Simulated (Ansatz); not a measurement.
# TbFe2C2, from a guessed structure to a relaxed one

This structure for TbFe2C2 is made up. Its elements were placed in a known structure type with a cell scaled to their sizes. What cell does the guess relax to, and how far off was it?

Calculated with Ansatz 0.2.0; DFT, PBE, plane-wave PAW, default files, scalar-relativistic, ferromagnetic start, cell and ions relaxed at zero pressure, in the first sound run; inputs show where later runs differ.

In doubt: a part-filled 4f shell, where there is one, can sit in one of many states, so energies may not be the lowest and differences between runs may mislead; derivatives with an open 4f shell can jump between states, which bears on forces and vibrations.

### Step 1. Set-up

It takes space group I4/mmm (No. 139, tetragonal). The conventional cell has a = 3.671 Å, b = 3.671 Å, c = 9.942 Å, α = 90.00°, β = 90.00°, γ = 90.00°. Tb has 8 C at 2.90 Å and 8 Fe at 3.09 Å nearest. Nearest to Fe lie 4 C at 2.19 Å and 4 Fe at 2.60 Å and 4 Tb at 3.09 Å. C has 4 Fe at 2.19 Å and 1 C at 2.58 Å and 4 Tb at 2.90 Å nearest. Farther neighbours are not listed.

Coordinates:

```cif
data_structure
_symmetry_space_group_name_H-M 'P 1'
_symmetry_Int_Tables_number 1
_cell_length_a 5.6079
_cell_length_b 5.6079
_cell_length_c 5.6079
_cell_angle_alpha 141.790
_cell_angle_beta 141.790
_cell_angle_gamma 55.146
_cell_volume 66.99
loop_
_atom_site_label
_atom_site_type_symbol
_atom_site_fract_x
_atom_site_fract_y
_atom_site_fract_z
_atom_site_occupancy
Tb1 Tb 0.00000 0.00000 0.00000 1
Fe2 Fe 0.25000 0.75000 0.50000 1
Fe3 Fe 0.75000 0.25000 0.50000 1
C4 C 0.62980 0.62980 0.00000 1
C5 C 0.37020 0.37020 0.00000 1
```

### Step 2. Relaxing cell and atoms

The guess takes its coordinates from another compound and its volume from a rule, so the cell and any free coordinates are relaxed together.

Contents of input.yaml:

```yaml
crystal:
  lattice:
    - [-1.8355, 1.8355, 4.971]
    - [1.8355, -1.8355, 4.971]
    - [1.8355, 1.8355, -4.971]
  atoms:
    - { symbol: Tb, position: [0.0, 0.0, 0.0], spin: 6.0 }
    - { symbol: Fe, position: [0.25, 0.75, 0.5], spin: 3.0 }
    - { symbol: Fe, position: [0.75, 0.25, 0.5], spin: 3.0 }
    - { symbol: C, position: [0.6298, 0.6298, 0.0] }
    - { symbol: C, position: [0.3702, 0.3702, 0.0] }
magnetization:
  spin_polarized: true
kpoints:
  mp_grid: { grid: [10, 10, 10] }
scf:
  occupations: { method: fermi_dirac, width: 0.05 }
hamiltonian:
  xc: pbe
  pseudopotentials: { kind: paw }
relax:
  f_tol: 0.015
  max_steps: 70
  cell: {}
output:
  forces: true
  stress: true
```

On the command line:

```bash
ansatz run input.yaml --threads 4 --pin off --max-ram 10240MiB --backend cpu --events-out ev --progress --plain --runs-dir out
```

Numbers of over 12 decimals in the logs are rounded to 6 here.

Output:

```text
basis.fft_grid_basis auto: the FFT boxes are laid along the combinations [[1, 0, 1], [0, 1, 1], [0, 0, 1]] of the cell's own vectors, 3.671, 3.671 and 5.608 Å long. The dense box has 25×25×40 points. Along the cell's own vectors, as sized, it would have 40×40×40, 2.56 times as many. Of the 16 symmetry operations that the crystal satisfies within crystal.symmetry.tolerance (time reversal apart; of a slab, those that k [...]
Engine: ansatz 0.2.0, x86_64-unknown-linux-gnu
Pseudopotentials: kind: paw
Pseudopotential: Tb, paw, valence charge 19, recommended cutoff 420 eV (normal), Tb.paw.azcp
Pseudopotential: Fe, paw, valence charge 16, recommended cutoff 420 eV (normal), Fe.paw.azcp
Pseudopotential: C, paw, valence charge 4, recommended cutoff 420 eV (normal), C.paw.azcp
Functional definition: PBE
  parameter kappa = 0.804
  parameter beta = 0.066725
  exchange = pbe_x(kappa = kappa, mu = beta*pi^2/3)
  correlation = pbe_c(beta = beta)
Crystal: 5 atoms, lattice volume = 66.990 Å³
Basis set: ecut = 420 eV, 1317 PW (Γ), FFT grids on a1+a3, a2+a3, a3, exchange–correlation on 50×50×80 points (8 copies of the dense FFT grid, shifted against one another)
Bands: 43, of which v1, the nominal top of the filled ones, is band 30 counted from 1 (29 counted from 0)
Symmetry: 16 space group operations
Space group: I4/mmm (ITA 139), of the structure as read, at distance tolerance 4.1e-5 Å
Magnetic group: BNS 139.531 (UNI 1191), of the structure as read, at distance tolerance 4.1e-5 Å
k-points: 102 of 1000
Non-local potential: Tb, projectors of the file, l = 0: 3, l = 1: 2, l = 2: 2, l = 3: 3
Non-local potential: Fe, projectors of the file, l = 0: 3, l = 1: 2, l = 2: 3, l = 3: 1
Non-local potential: C, projectors of the file, l = 0: 2, l = 1: 2, l = 2: 1
PAW form: soft (Blöchl's): semilocal exchange-correlation on the pseudo side does not see the compensation charge
PAW one-centre angular grid: Tb, 590 points (default); XC on 64 Gauss nodes
PAW one-centre angular grid: Fe, 590 points (default); XC on 64 Gauss nodes
PAW one-centre angular grid: C, 110 points (default); XC on 64 Gauss nodes
Initial density: superposition of atomic densities (chi_scale 0.1, normalization cell)
Starting moments: Σ|m| = 12 μB on 3 of 5 sites
Initial wavefunctions: pseudopotential atomic-orbital guess
Functional: x = pbe(κ = 0.804, μ = 0.219515), c = pbe(β = 0.066725)
SCF iter   1: F=—  HF=-19405.741860 eV  |F-HF|=—  |Δ(HF+E_count)|=         —  Δρ=6.78e-2 (↑4.44e-2 ↓6.78e-2)  dr2=9.89e0  dr2_m=2.77e-1  M=11.380 μB ∫|m|=11.626 μB  β_m=0.30  ethr=3.10e-3  ⟨swp⟩=5.5  Hψ=28923  notcnv=0  defer=3
Mixer restart at iter 1: flushing history
preconditioner: auto → Kerker (q_TF=auto, 2.671 Å⁻¹)  [metal: Δε(μ)=0.002 eV  Ē_g=9.233 eV  σ=0.050 eV  W_gap=0.01  n_scr=24 (ndim 8)  ℏωp=29.0 eV  f_vac=0.000  D(μ)=13.10/eV (n_scr^D=236)]
spin=Collinear: Kerker preconditioning applied to the charge; magnetization (m = ρ↑ − ρ↓) channel mixes plain (no charge-response kernel on spin).
SCF iter   2: F=—  HF=-19404.092800 eV  |F-HF|=—  |Δ(HF+E_count)|=    1.65e0  Δρ=3.69e-2 (↑1.85e-2 ↓3.69e-2)  dr2=2.54e0  dr2_m=2.06e-1  M=11.239 μB ∫|m|=11.551 μB  β_m=0.42  ethr=3.10e-3  ⟨swp⟩=3.1  Hψ=16408  notcnv=0  defer=592
SCF iter   3: F=—  HF=-19404.563809 eV  |F-HF|=—  |Δ(HF+E_count)|=   4.71e-1  Δρ=2.52e-2 (↑1.11e-2 ↓2.52e-2)  dr2=1.12e0  dr2_m=1.19e-1  M=10.908 μB ∫|m|=11.342 μB  β_m=0.63  ethr=3.10e-3  ⟨swp⟩=2.8  Hψ=12854  notcnv=0  defer=596
SCF iter   4: F=—  HF=-19405.112375 eV  |F-HF|=—  |Δ(HF+E_count)|=   5.49e-1  Δρ=2.21e-2 (↑8.41e-3 ↓2.21e-2)  dr2=7.43e-1  dr2_m=1.05e-1  M=10.435 μB ∫|m|=11.006 μB  β_m=0.68  ethr=1.89e-3  ⟨swp⟩=3.3  Hψ=15787  notcnv=0  defer=627
SCF iter   5: F=—  HF=-19405.095247 eV  |F-HF|=—  |Δ(HF+E_count)|=   1.71e-2  Δρ=2.14e-2 (↑2.14e-2 ↓3.98e-3)  dr2=2.20e-1  dr2_m=6.66e-2  M=9.876 μB ∫|m|=10.533 μB  β_m=0.88  ethr=1.26e-3  ⟨swp⟩=3.2  Hψ=16689  notcnv=0  defer=523
SCF iter   6: F=—  HF=-19405.807119 eV  |F-HF|=—  |Δ(HF+E_count)|=         —  Δρ=7.76e-2 (↑7.76e-2 ↓6.24e-2)  dr2=1.39e-1  dr2_m=2.96e0  M=7.920 μB ∫|m|=8.625 μB  β_m=1.00  ethr=3.72e-4  ⟨swp⟩=2.8  Hψ=13578  notcnv=0  defer=521
Mixer restart at iter 6: flushing history
SCF iter   7: F=—  HF=-19405.425354 eV  |F-HF|=—  |Δ(HF+E_count)|=   3.82e-1  Δρ=2.76e-2 (↑5.64e-3 ↓2.76e-2)  dr2=6.02e-1  dr2_m=8.29e-2  M=7.655 μB ∫|m|=8.260 μB  β_m=0.88  ethr=8.47e-5  ⟨swp⟩=3.6  Hψ=20453  notcnv=0  defer=521
SCF iter   8: F=—  HF=-19405.549305 eV  |F-HF|=—  |Δ(HF+E_count)|=   1.24e-1  Δρ=2.96e-2 (↑2.96e-2 ↓1.74e-2)  dr2=9.43e-1  dr2_m=2.56e-2  M=7.619 μB ∫|m|=8.150 μB  β_m=0.66  ethr=8.47e-5  ⟨swp⟩=4.1  Hψ=24432  notcnv=0  defer=439
SCF iter   9: F=—  HF=-19405.357385 eV  |F-HF|=—  |Δ(HF+E_count)|=   1.92e-1  Δρ=5.39e-3 (↑5.39e-3 ↓3.69e-3)  dr2=6.35e-3  dr2_m=1.19e-2  M=7.594 μB ∫|m|=8.137 μB  β_m=0.83  ethr=8.47e-5  ⟨swp⟩=3.1  Hψ=20762  notcnv=0  defer=446
SCF iter  10: F=—  HF=-19405.358199 eV  |F-HF|=—  |Δ(HF+E_count)|=   8.14e-4  Δρ=1.76e-3 (↑1.61e-3 ↓1.76e-3)  dr2=5.12e-3  dr2_m=2.90e-4  M=7.560 μB ∫|m|=8.084 μB  β_m=0.66  ethr=1.08e-5  ⟨swp⟩=2.2  Hψ=15744  notcnv=0  defer=451
SCF iter  11: F=—  HF=-19405.357851 eV  |F-HF|=—  |Δ(HF+E_count)|=   3.48e-4  Δρ=8.41e-4 (↑6.68e-4 ↓8.41e-4)  dr2=1.01e-3  dr2_m=8.89e-5  M=7.551 μB ∫|m|=8.071 μB  β_m=0.83  ethr=8.69e-6  ⟨swp⟩=2.0  Hψ=14513  notcnv=0  defer=451
SCF iter  12: F=—  HF=-19405.358353 eV  |F-HF|=—  |Δ(HF+E_count)|=   5.01e-4  Δρ=6.24e-4 (↑4.46e-4 ↓6.24e-4)  dr2=3.19e-4  dr2_m=1.40e-4  M=7.557 μB ∫|m|=8.078 μB  β_m=0.91  ethr=1.71e-6  ⟨swp⟩=2.0  Hψ=13991  notcnv=0  defer=449
SCF iter  13: F=—  HF=-19405.358416 eV  |F-HF|=—  |Δ(HF+E_count)|=   6.31e-5  Δρ=5.10e-4 (↑2.02e-4 ↓5.10e-4)  dr2=2.90e-4  dr2_m=1.75e-5  M=7.555 μB ∫|m|=8.079 μB  β_m=0.96  ethr=5.41e-7  ⟨swp⟩=2.0  Hψ=12881  notcnv=0  defer=449
SCF iter  14: F=—  HF=-19405.358403 eV  |F-HF|=—  |Δ(HF+E_count)|=   1.25e-5  Δρ=9.00e-5 (↑5.48e-5 ↓9.00e-5)  dr2=1.14e-5  dr2_m=3.42e-7  M=7.552 μB ∫|m|=8.075 μB  β_m=0.98  ethr=4.92e-7  ⟨swp⟩=2.4  Hψ=11522  notcnv=0  defer=449
SCF iter  15: F=—  HF=-19405.358405 eV  |F-HF|=—  |Δ(HF+E_count)|=   2.29e-6  Δρ=3.87e-5 (↑8.99e-6 ↓3.87e-5)  dr2=1.08e-6  dr2_m=2.66e-7  M=7.551 μB ∫|m|=8.074 μB  β_m=0.99  ethr=1.93e-8  ⟨swp⟩=2.1  Hψ=13035  notcnv=0  defer=449
SCF iter  16: F=—  HF=-19407.873258 eV  |F-HF|=—  |Δ(HF+E_count)|=         —  Δρ=1.44e-1 (↑1.44e-1 ↓1.42e-1)  dr2=5.14e-3  dr2_m=1.25e1  M=3.876 μB ∫|m|=8.078 μB  β_m=1.00  ethr=1.83e-9  ⟨swp⟩=2.0  Hψ=12912  notcnv=0  defer=449
Mixer restart at iter 16: flushing history
[...]
relax step   7: F+E_penalty+E_count = -19407.76422011 eV  Δ(F+E_penalty+E_count) = -6.219e-4 eV  max|allowed force component| = 1.045e-2 eV/Å  Δτ_max = 0.0000 Å  P = +0.108 GPa  Ω = 56.933 Å³  energy of the carried Pulay correction = +1.292e-2 eV  (11 SCF iters, dr2 threshold 5.00e-7 eV, accepted)
relax step   8: F+E_penalty+E_count = -19407.76422923 eV  Δ(F+E_penalty+E_count) = -9.118e-6 eV  max|allowed force component| = 1.043e-4 eV/Å  Δτ_max = 0.0004 Å  P = +0.003 GPa  Ω = 56.943 Å³  energy of the carried Pulay correction = +1.291e-2 eV  (10 SCF iters, dr2 threshold 6.67e-8 eV, accepted)
relax step   9: F+E_penalty+E_count = -19407.75490921 eV  Δ(F+E_penalty+E_count) = +9.320e-3 eV  max|allowed force component| = 1.322e-3 eV/Å  Δτ_max = 0.0000 Å  P = -0.113 GPa  Ω = 56.943 Å³  stress off target by 1.14e-1 GPa  SCF on the basis re-selected at this cell (its energy is not comparable with the rows above)  (13 SCF iters)
relax step  10: F+E_penalty+E_count = -19407.75500692 eV  Δ(F+E_penalty+E_count) = -9.770e-5 eV  max|allowed force component| = 4.552e-4 eV/Å  Δτ_max = 0.0009 Å  P = +0.001 GPa  Ω = 56.898 Å³  energy of the carried Pulay correction = +8.108e-5 eV  (11 SCF iters, dr2 threshold 3.25e-8 eV, accepted)
iter 1 solved again at ethr=6.22e-8 eV; its pass at ethr=3.10e-3 eV (dr2=3.67e-5 eV) is discarded
SCF iter   1: F=—  HF=-19407.754912 eV  |F-HF|=—  |Δ(HF+E_count)|=         —  Δρ=3.45e-6 (↑3.45e-6 ↓2.70e-6)  dr2=8.99e-9  dr2_m=1.21e-9  M=5.913 μB ∫|m|=6.042 μB  β_m=0.65  ethr=6.22e-8  ⟨swp⟩=3.9  Hψ=58346  notcnv=0
preconditioner: auto → Kerker (q_TF=auto, 2.745 Å⁻¹)  [metal: Δε(μ)=0.003 eV  Ē_g=9.829 eV  σ=0.050 eV  W_gap=0.01  n_scr=24 (ndim 8)  ℏωp=31.5 eV  f_vac=0.000  D(μ)=6.22/eV (n_scr^D=78)]
spin=Collinear: Kerker preconditioning applied to the charge; magnetization (m = ρ↑ − ρ↓) channel mixes plain (no charge-response kernel on spin).
SCF iter   2: F=—  HF=-19407.754911 eV  |F-HF|=—  |Δ(HF+E_count)|=   9.73e-7  Δρ=1.65e-6 (↑1.65e-6 ↓1.40e-6)  dr2=4.10e-9  dr2_m=8.14e-11  M=5.913 μB ∫|m|=6.042 μB  β_m=0.42  ethr=1.52e-11  ⟨swp⟩=3.0  Hψ=19399  notcnv=0
SCF iter   3: F=—  HF=-19407.754911 eV  |F-HF|=—  |Δ(HF+E_count)|=   1.20e-9  Δρ=8.72e-7 (↑7.41e-7 ↓8.72e-7)  dr2=9.12e-10  dr2_m=4.78e-11  M=5.913 μB ∫|m|=6.042 μB  β_m=0.54  ethr=6.95e-12  ⟨swp⟩=2.0  Hψ=12956  notcnv=0
SCF iter   4: F=—  HF=-19407.754911 eV  |F-HF|=—  |Δ(HF+E_count)|=  2.91e-10  Δρ=2.22e-7 (↑2.22e-7 ↓2.11e-7)  dr2=4.70e-11  dr2_m=4.19e-12  M=5.913 μB ∫|m|=6.042 μB  β_m=0.66  ethr=1.55e-12  ⟨swp⟩=2.7  Hψ=13395  notcnv=0
SCF iter   5: F=—  HF=-19407.754911 eV  |F-HF|=—  |Δ(HF+E_count)|=  3.71e-10  Δρ=2.64e-7 (↑2.64e-7 ↓1.51e-7)  dr2=6.76e-11  dr2_m=7.62e-12  M=5.913 μB ∫|m|=6.042 μB  β_m=0.81  ethr=1.00e-12  ⟨swp⟩=2.0  Hψ=9939  notcnv=0
SCF iter   6: F=—  HF=-19407.754911 eV  |F-HF|=—  |Δ(HF+E_count)|=  2.29e-10  Δρ=2.34e-7 (↑2.34e-7 ↓1.74e-7)  dr2=9.45e-11  dr2_m=7.78e-12  M=5.913 μB ∫|m|=6.042 μB  β_m=0.91  ethr=1.00e-12  ⟨swp⟩=1.0  Hψ=8772  notcnv=0
SCF iter   7: F=—  HF=-19407.754911 eV  |F-HF|=—  |Δ(HF+E_count)|=  1.35e-10  Δρ=1.41e-7 (↑1.41e-7 ↓1.35e-7)  dr2=1.77e-11  dr2_m=4.28e-12  M=5.913 μB ∫|m|=6.042 μB  β_m=0.84  ethr=1.00e-12  ⟨swp⟩=2.2  Hψ=10746  notcnv=0
SCF iter   8: F=—  HF=-19407.754911 eV  |F-HF|=—  |Δ(HF+E_count)|=  2.18e-11  Δρ=1.34e-7 (↑1.34e-7 ↓8.61e-8)  dr2=2.71e-11  dr2_m=1.40e-12  M=5.913 μB ∫|m|=6.042 μB  β_m=0.76  ethr=1.00e-12  ⟨swp⟩=1.0  Hψ=8772  notcnv=0
SCF iter   9: F=—  HF=-19407.754911 eV  |F-HF|=—  |Δ(HF+E_count)|=  7.28e-12  Δρ=5.66e-8 (↑5.66e-8 ↓2.06e-8)  dr2=2.28e-12  dr2_m=4.04e-13  M=5.913 μB ∫|m|=6.042 μB  β_m=0.88  ethr=1.00e-12  ⟨swp⟩=1.0  Hψ=8772  notcnv=0
SCF iter  10: F=—  HF=-19407.754911 eV  |F-HF|=—  |Δ(HF+E_count)|=  3.64e-12  Δρ=2.93e-8 (↑2.93e-8 ↓2.70e-8)  dr2=1.52e-12  dr2_m=1.13e-13  M=5.913 μB ∫|m|=6.042 μB  β_m=0.90  ethr=1.00e-12  ⟨swp⟩=1.0  Hψ=8772  notcnv=0
SCF iter  11: F=—  HF=-19407.754911 eV  |F-HF|=—  |Δ(HF+E_count)|=    0.00e0  Δρ=1.93e-8 (↑1.93e-8 ↓1.48e-8)  dr2=5.51e-13  dr2_m=3.50e-14  M=5.913 μB ∫|m|=6.042 μB  β_m=0.95  ethr=1.00e-12  ⟨swp⟩=1.0  Hψ=8772  notcnv=0
SCF iter  12: F=-19407.754911 eV  HF=-19407.754911 eV  |F-HF|=1.46e-11  |Δ(HF+E_count)|=  3.64e-12  Δρ=1.39e-7 (↑4.36e-8 ↓1.39e-7)  dr2=1.75e-11  dr2_m=2.18e-12  M=5.913 μB ∫|m|=6.042 μB  ethr=1.00e-12  ⟨swp⟩=2.0  Hψ=22061  notcnv=0
SCF 11 converged in 12 iterations: F = -19407.754911 eV  dr2 = 1.75e-11
relax step  11: F+E_penalty+E_count = -19407.75491058 eV  Δ(F+E_penalty+E_count) = +9.634e-5 eV  max|allowed force component| = 3.966e-4 eV/Å  Δτ_max = 0.0000 Å  P = +0.000 GPa  Ω = 56.898 Å³  stress off target by 4.93e-4 GPa  SCF on the basis re-selected at this cell (its energy is not comparable with the rows above)  (12 SCF iters)
basis re-selected at this cell: Δ(F+E_penalty+E_count) = +9.634e-5 eV, ΔP = -0.001 GPa vs the last step (what re-selecting the basis moved, of the pressure what is left beyond the Pulay correction that the steps carried, after the strain that the cell walked since its last selection, with what the two solves' SCF thresholds leave and, on support functions, any second-order correction that the steps lacked; it is no m [...]
SCF converged after 12 iterations
Magnetization: 5.9128 μB (32.4564 up, 26.5436 down)
Absolute magnetization: 6.0425 μB (∫|ρ↑−ρ↓|, with the PAW one-centre terms)
Spin contamination: 0.1981 ħ² per cell (⟨S²⟩ above its minimum at these occupations)
Per-site moments (μB) at R_I (Å): [(5.853768, 1.188708), (0.025577, 0.794574), (0.025577, 0.794574), (-0.021137, 0.794574), (-0.021137, 0.794574)]
Free energy (F): -19407.754911 eV
Harris-Foulkes:  -19407.754911 eV  (|F-HF|=1.46e-11)
Internal energy: -19407.703137 eV  (E = F + TS)
E sigma→0 (E₀):  -19407.729024 eV
Entropy (-TS):   -0.051774 eV (-10.355 meV/atom)
Fermi energy:    17.366632 eV
--- Per-component energies (eV) ---
  E_band       = -325.034628
  E_kinetic    = 1246.299648
  E_local      = -7720.540484  (includes V_loc(G=0)·N_el)
  E_nonlocal   = 1137.545921
  E_hartree    = 3263.335893
  E_xc         = -527.645853
  E_vxc        = -636.664487  (∫ρ·V_xc dr)
  E_paw        = -9636.863444  (= ΣΔE_a)
  E_vpaw       = -878.348662  (= ΣTr[D̂ρ^β])
  E_aug_tail   = 0.001573  (compensation charges beyond the density's cutoff)
  E_ewald      = -7169.836391
  E_smearing   = -0.051774  (= −TS)
  E_closure    = 0.000000  (closes the sum)
  Σ components = -19407.754911   (vs F -19407.754911, Δ=0.00e0)
--- Forces (eV/Å), atoms counted from 1 ---
  atom   1  Tb     0.00000000     0.00000000     0.00000000
  atom   2  Fe     0.00000000    -0.00000000     0.00000000
  atom   3  Fe    -0.00000000    -0.00000000     0.00000000
  atom   4  C      0.00000000     0.00000000     0.00039663
  atom   5  C      0.00000000     0.00000000    -0.00039663
  max |Σ_I F_I| component: 2.34e-17 eV/Å
--- Stress (GPa, compression-positive) ---
        0.000315       0.000000       0.000000
        0.000000       0.000315       0.000000
       -0.000000       0.000000      -0.000493
  P = ⅓ Tr σ = 0.0000 GPa (0.000 kbar)
--- Relaxed structure (9 steps of the walk, 9 accepted, 2 SCFs on fresh bases) ---
  F+E_penalty+E_count = -19407.75491058 eV   max|allowed force component| = 3.966e-4 eV/Å   (the final SCF, on the basis selected at the relaxed cell)
  cell:  # Å, volume = 56.8977 Å³
    - [-1.725667, 1.725667, 4.776618]
    - [1.725667, -1.725667, 4.776618]
    - [1.725667, 1.725667, -4.776618]
  atoms:
    - { symbol: Tb, position: [1.3915127460184104e-18, 1.39151274601841e-18, 0] }
    - { symbol: Fe, position: [0.250000, 0.75, 0.500000] }
    - { symbol: Fe, position: [0.75, 0.250000, 0.500000] }
    - { symbol: C, position: [0.660413, 0.660413, 0] }
    - { symbol: C, position: [0.339587, 0.339587, 0] }
```

Wall time 3.4 min (4 threads of Intel Xeon Platinum 8259CL at 2.50GHz (Skylake/Cascade Lake), shared host); peak memory 0.96 GiB; 13 min of CPU time.

The steps of the relaxation:

| step | energy less that of the first step (eV) | largest force component (eV/Å) | pressure (GPa) | volume (Å³) |
| --- | --- | --- | --- | --- |
| 1 | 0.0000 | 2.6821 | -30.69 | 66.99 |
| 2 | -1.6010 | 2.5392 | -16.52 | 58.42 |
| 3 | -2.2775 | 0.0520 | 12.26 | 53.39 |
| 4 | -2.3851 | 0.2367 | 0.42 | 56.51 |
| 5 | -2.3980 | 0.1124 | 0.16 | 56.80 |
| 6 | -2.4052 | 0.0203 | -0.30 | 56.96 |
| 7 | -2.4058 | 0.0104 | 0.11 | 56.93 |
| 8 | -2.4058 | 0.0001 | 0.00 | 56.94 |
| 9* | -2.3965 | 0.0013 | -0.11 | 56.94 |
| 10 | -2.3966 | 0.0005 | 0.00 | 56.90 |
| 11* | -2.3965 | 0.0004 | 0.00 | 56.90 |

Relaxation steps marked * repeat the geometry before them on a plane-wave basis chosen anew for their cell, so energy and pressure can jump there.

The run keeps the 16 symmetry operations that it works with, so distortions that break them were not tested.

| conventional cell, symmetrised | before | after | change |
| --- | --- | --- | --- |
| a (Å) | 3.671 | 3.451 | -6.0 % |
| b (Å) | 3.671 | 3.451 | -6.0 % |
| c (Å) | 9.942 | 9.553 | -3.9 % |
| volume (Å³/atom) | 13.40 | 11.38 | -15.1 % |

The atoms that moved most (Å, as changes of fractional coordinates times the final cell):

| atom | dx | dy | dz | length |
| --- | --- | --- | --- | --- |
| C5 | 0.000 | 0.000 | -0.292 | 0.292 |
| C4 | 0.000 | 0.000 | 0.292 | 0.292 |

Numbers from this step:

```yaml
free_energy: -19407.7549 eV
energy_at_zero_smearing: -19407.7290 eV
smearing_term_ts: 0.05177 eV
fermi_energy: 17.37 eV
magnetization: 5.913 μB
absolute_magnetization: 6.043 μB
site_moments: 5.854, 0.02558, 0.02558, -0.02114, -0.02114 μB
electrons: 59
symmetry_operations: 16
pressure: 4.57e-5 GPa
```

Site moment by atom:

| atom | site moment (μB) |
| --- | --- |
| Tb1 | 5.85 |
| Fe2 | 0.03 |
| Fe3 | 0.03 |
| C4 | -0.02 |
| C5 | -0.02 |

The shortest distance of each pair, which need not be the same contact before and after:

| pair | guess (Å) | relaxed (Å) |
| --- | --- | --- |
| C–Fe | 2.190 | 1.926 |
| Fe–Fe | 2.596 | 2.440 |
| C–Tb | 2.899 | 2.882 |
| Fe–Tb | 3.090 | 2.947 |
| C–C | 2.581 | 2.981 |

The relaxation ends with a largest force component of 4.0e-4 eV/Å and a pressure of 0.00 GPa.

[end of part 1 of 2]

[Logs are printed without paths, hosts, clocks, repeated set-up lines and the standing remarks that a program may print on its own settings, such as how far it seeks lower states.]

[Hosts, paths, dates, database ids (printed as entryN), source tags and the programs' standing remarks are cut or masked in the printed files.]
